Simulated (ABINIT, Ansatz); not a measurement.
# CdBr2 (P6_3mc): bands and cutoff in G0W0 with ABINIT

What does each rung of G0W0 on CdBr2 (P6_3mc) cost, and what does it buy?

Program: ABINIT 10.8.3. Level of theory: LDA and many-body steps on it, plane waves. Results are calculated unless marked as measured.

This is a report of a sequence of runs, with most program output left out.

The database entry behind the starting cell has ideal inner coordinates that were not refined, so it need not match the best structure at ambient conditions.

## 1. Starting point

The structure is hexagonal, space group P6_3mc (No. 186). The conventional cell has a = 3.985 Å, b = 3.985 Å, c = 12.561 Å, α = 90.00°, β = 90.00°, γ = 120.00°. Cd has 6 Br at 2.79 Å nearest. Nearest to Br lie 3 Cd at 2.79 Å. Nearest to Br lie 3 Cd at 2.79 Å. Farther neighbours and most contacts between anions are not listed.

The cell and positions come from the Crystallography Open Database and are kept as given unless a step says otherwise.

## 2. Empty states on the mesh, 3×3×1 mesh, 380 bands

This step: ABINIT 10.8.3; DFT, LDA, plane waves, norm-conserving pseudopotentials.

The sums over transitions need many empty states on a uniform mesh; this step solves for them.

The input, run.abi:

```
acell 3*1.0 Angstrom
rprim 
  3.985000000011 -0.000000000003 0.000000000000
  -1.992500000003 3.451111234092 0.000000000000
  0.000000000000 0.000000000000 12.561000000000
ntypat 2
znucl 48 35
natom 6
typat 1 1 2 2 2 2
xred 
  0.333333333333 0.666666666667 0.375000000000
  0.666666666667 0.333333333333 0.875000000000
  0.333333333333 0.666666666667 0.000000000000
  0.666666666667 0.333333333333 0.500000000000
  0.000000000000 0.000000000000 0.250000000000
  0.000000000000 0.000000000000 0.750000000000
pp_dirpath "pseudos"
pseudos "Cd.upf, Br.upf"
ecut 47
ngkpt 3 3 1
nshiftk 1
shiftk 0 0 0
kptopt 1
chksymbreak 0
iscf -2
irdden 1
istwfk *1
nband 380
nbdbuf 34
tolwfr 1e-09
nstep 60
prtvol 0
indata_prefix "in"
outdata_prefix "out"
tmpdata_prefix "tmp"
```

Run with:

```
$ OMP_NUM_THREADS=2 mpirun -n 3 abinit run.abi > log
```

Wall time 5.9 min (3 MPI ranks of Arm Neoverse V2, shared host); peak memory 0.71 GiB; 28 min of CPU time.

Numbers from this step:

```yaml
gap: 2.527 eV
k_of_the_valence_top: 0, 0, 0
k_of_the_conduction_bottom: 0, 0, 0
least_direct_gap: 2.527 eV
k_points_computed: 3
lowest_point_of_the_top_converged_band_above_the_valence_top: 80.8064 eV
```

On this mesh the gap is 2.527 eV.

The density comes from a self-consistent run that is not shown.

## 3. Screening, 3×3×1 mesh, 73 bands, screening to 76.2 eV

The RPA dielectric matrix is built and inverted for each q.

This step: RPA screening on LDA, plane waves, norm-conserving pseudopotentials.

run.abi, as its differences from that of step 2:

```diff
@@ -24,10 +24,11 @@
 chksymbreak 0
-iscf -2
-irdden 1
 istwfk *1
-nband 380
-nbdbuf 34
-tolwfr 1e-09
-nstep 60
-prtvol 0
+occopt 1
+irdwfk 1
+optdriver 3
+nband 73
+ecuteps 2.8
+inclvkb 2
+awtr 1
+symchi 1
 indata_prefix "in"
```

Run with:

```
$ OMP_NUM_THREADS=1 mpirun -n 8 abinit run.abi > log
```

Elapsed: 13 s, on 8 MPI ranks; peak memory 2.7 GiB.

Numbers from this step:

| Property | Result |
| --- | --- |
| ε∞ with local fields, on this mesh, along the program's q direction | 5.286 |
| the same without local fields | 5.998 |
| plasma frequency | 23.30 eV |
| plane waves in the screening matrix | 263 |

Local fields lower ε∞ by 12 %. On a Γ-centred mesh this coarse the value itself is usually too large, while a short band sum pulls it down.

## 4. 73 bands, 76.2 eV

The self-energy is evaluated for the states that the input lists, and the levels follow from it, in one-shot runs by the linearised quasiparticle equation.

This step: G0W0 on LDA, plane waves, norm-conserving pseudopotentials.

run.abi, as its differences from that of step 3:

```diff
@@ -27,8 +27,15 @@
 irdwfk 1
-optdriver 3
+optdriver 4
 nband 73
+gwcalctyp 0
+ecutsigx 47
+symsigma 1
+nkptgw 1
+kptgw 
+  0.0000000000 0.0000000000 0.0000000000
+bdgw 
+  33 36
 ecuteps 2.8
-inclvkb 2
-awtr 1
-symchi 1
+irdscr 1
+ppmodel 1
 indata_prefix "in"
```

Wall time 4.6 s (8 MPI ranks); peak memory 0.41 GiB.

This step gave:

* G0W0 gap on the points computed: 4.453 eV
* starting gap on the mesh: 2.527 eV
* k of the valence top: 0, 0, 0
* k of the conduction bottom: 0, 0, 0
* Z at the valence top: 0.798
* Z at the conduction bottom: 0.828
* least direct G0W0 gap on the computed points: 4.453 eV

The gap on the mesh goes from 2.53 eV to 4.45 eV, a correction of +1.93 eV.

## 5. Screening, 3×3×1 mesh, 161 bands, screening to 141.5 eV

This step: RPA screening on LDA, plane waves, norm-conserving pseudopotentials.

run.abi, as its differences from that of step 4:

```diff
@@ -27,15 +27,8 @@
 irdwfk 1
-optdriver 4
-nband 73
-gwcalctyp 0
-ecutsigx 47
-symsigma 1
-nkptgw 1
-kptgw 
-  0.0000000000 0.0000000000 0.0000000000
-bdgw 
-  33 36
-ecuteps 2.8
-irdscr 1
-ppmodel 1
+optdriver 3
+nband 161
+ecuteps 5.2
+inclvkb 2
+awtr 1
+symchi 1
 indata_prefix "in"
```

Elapsed: 39 s, on 8 MPI ranks; peak memory 3.3 GiB.

Numbers from this step:

```
ε∞ with local fields, on this mesh, along the program's q direction : 5.362
the same without local fields                                       : 6.098
plasma frequency                                                    : 23.30 eV
plane waves in the screening matrix                                 : 649
```

## 6. 161 bands, 141.5 eV

This step: G0W0 on LDA, plane waves, norm-conserving pseudopotentials.

run.abi, as its differences from that of step 5:

```diff
@@ -27,8 +27,15 @@
 irdwfk 1
-optdriver 3
+optdriver 4
 nband 161
+gwcalctyp 0
+ecutsigx 47
+symsigma 1
+nkptgw 1
+kptgw 
+  0.0000000000 0.0000000000 0.0000000000
+bdgw 
+  33 36
 ecuteps 5.2
-inclvkb 2
-awtr 1
-symchi 1
+irdscr 1
+ppmodel 1
 indata_prefix "in"
```

Wall time 8.5 s (8 MPI ranks); peak memory 2.1 GiB.

This step gave:

* G0W0 gap on the points computed: 4.294 eV
* starting gap on the mesh: 2.527 eV
* k of the valence top: 0, 0, 0
* k of the conduction bottom: 0, 0, 0
* Z at the valence top: 0.794
* Z at the conduction bottom: 0.824
* least direct G0W0 gap on the computed points: 4.294 eV

Against G0W0 in ABINIT (3×3×1 mesh, 73 bands, screening to 76.2 eV, Godby-Needs plasmon pole), the gap moves by −0.159 eV.

## 7. Screening, 3×3×1 mesh, 346 bands, screening to 217.7 eV

This step: RPA screening on LDA, plane waves, norm-conserving pseudopotentials.

run.abi, as its differences from that of step 6:

```diff
@@ -27,15 +27,8 @@
 irdwfk 1
-optdriver 4
-nband 161
-gwcalctyp 0
-ecutsigx 47
-symsigma 1
-nkptgw 1
-kptgw 
-  0.0000000000 0.0000000000 0.0000000000
-bdgw 
-  33 36
-ecuteps 5.2
-irdscr 1
-ppmodel 1
+optdriver 3
+nband 346
+ecuteps 8
+inclvkb 2
+awtr 1
+symchi 1
 indata_prefix "in"
```

It took 2.3 min on 8 MPI ranks; peak memory 5.1 GiB; 19 min of CPU time.

Numbers from this step:

```yaml
eps_infinity_with_local_fields_on_this_mesh_along_the_program_s_q_direction: 5.379
the_same_without_local_fields: 6.120
plasma_frequency: 23.30 eV
plane_waves_in_the_screening_matrix: 1267
```

## 8. 346 bands, 217.7 eV

This step: G0W0 on LDA, plane waves, norm-conserving pseudopotentials.

run.abi, as its differences from that of step 7:

```diff
@@ -27,8 +27,15 @@
 irdwfk 1
-optdriver 3
+optdriver 4
 nband 346
+gwcalctyp 0
+ecutsigx 47
+symsigma 1
+nkptgw 1
+kptgw 
+  0.0000000000 0.0000000000 0.0000000000
+bdgw 
+  33 36
 ecuteps 8
-inclvkb 2
-awtr 1
-symchi 1
+irdscr 1
+ppmodel 1
 indata_prefix "in"
```

Wall time 36 s (8 MPI ranks); peak memory 5.4 GiB; 4.8 min of CPU time.

This step gave:

| Item | Value |
| --- | --- |
| G0W0 gap on the points computed | 4.326 eV |
| starting gap on the mesh | 2.527 eV |
| k of the valence top | 0, 0, 0 |
| k of the conduction bottom | 0, 0, 0 |
| least direct G0W0 gap on the computed points | 4.326 eV |

Against G0W0 in ABINIT (3×3×1 mesh, 161 bands, screening to 141.5 eV, Godby-Needs plasmon pole), the gap moves by +0.032 eV.

## 9. The runs together

Times are wall times on 8 MPI ranks of Arm Neoverse V2, shared host, good to a factor of about two. A run's time includes the screening step that it read.

```
                run   mesh  bands  screening cutoff (eV)  DFT gap (eV)  gap on the mesh (eV)  direct (eV)  ε∞ used     time
  73 bands, 76.2 eV  3×3×1     73                   76.2         2.527                 4.453        4.453     5.29     17 s
161 bands, 141.5 eV  3×3×1    161                  141.5         2.527                 4.294        4.294     5.36     48 s
346 bands, 217.7 eV  3×3×1    346                  217.7         2.527                 4.326        4.326     5.38  2.9 min
```

## 10. Results

| Property | Result |
| --- | --- |
| 73 bands, 76.2 eV | 4.453 eV |
| 161 bands, 141.5 eV | 4.294 eV |
| 346 bands, 217.7 eV | 4.326 eV |
| known limits | not at the basis limit; no spin-orbit coupling; coarse k mesh |

From the first rung to the last the gap moves by −0.13 eV for 10 times the time. The gap turns back along the series, so no limit is drawn from it. In the G0W0 runs levels were corrected at 1 k point alone, so a gap called «on the mesh» is the least over those, and an edge elsewhere would be missed. The 3×3×1 mesh is coarse for this cell, which bears on the long-range parts of exchange and screening. The many-body steps are scalar-relativistic: spin-orbit coupling is not in them.

[Paths, hosts, dates, memory and timing lines, banners, echoed tables and standing remarks are left out of the program output.]

[Logs are printed without paths, hosts, clocks, repeated set-up lines and the standing remarks that a program may print on its own settings, such as how far it seeks lower states.]

[Runs of the session that timed out or met a known fault of the program may be left out.]

[Hosts, paths, dates, database ids (printed as entryN), source tags and the programs' standing remarks are cut or masked in the printed files.]

[G0W0 gaps are taken among the corrected bands and points alone; a level outside them can change the order at an edge.]

[Where Ansatz stands beside ABINIT at settings called matched, ABINIT's density can come from a denser mesh and the files from another edition; pairs whose starting gaps differed by over 0.03 eV were left out, so agreement reads better than it is.]
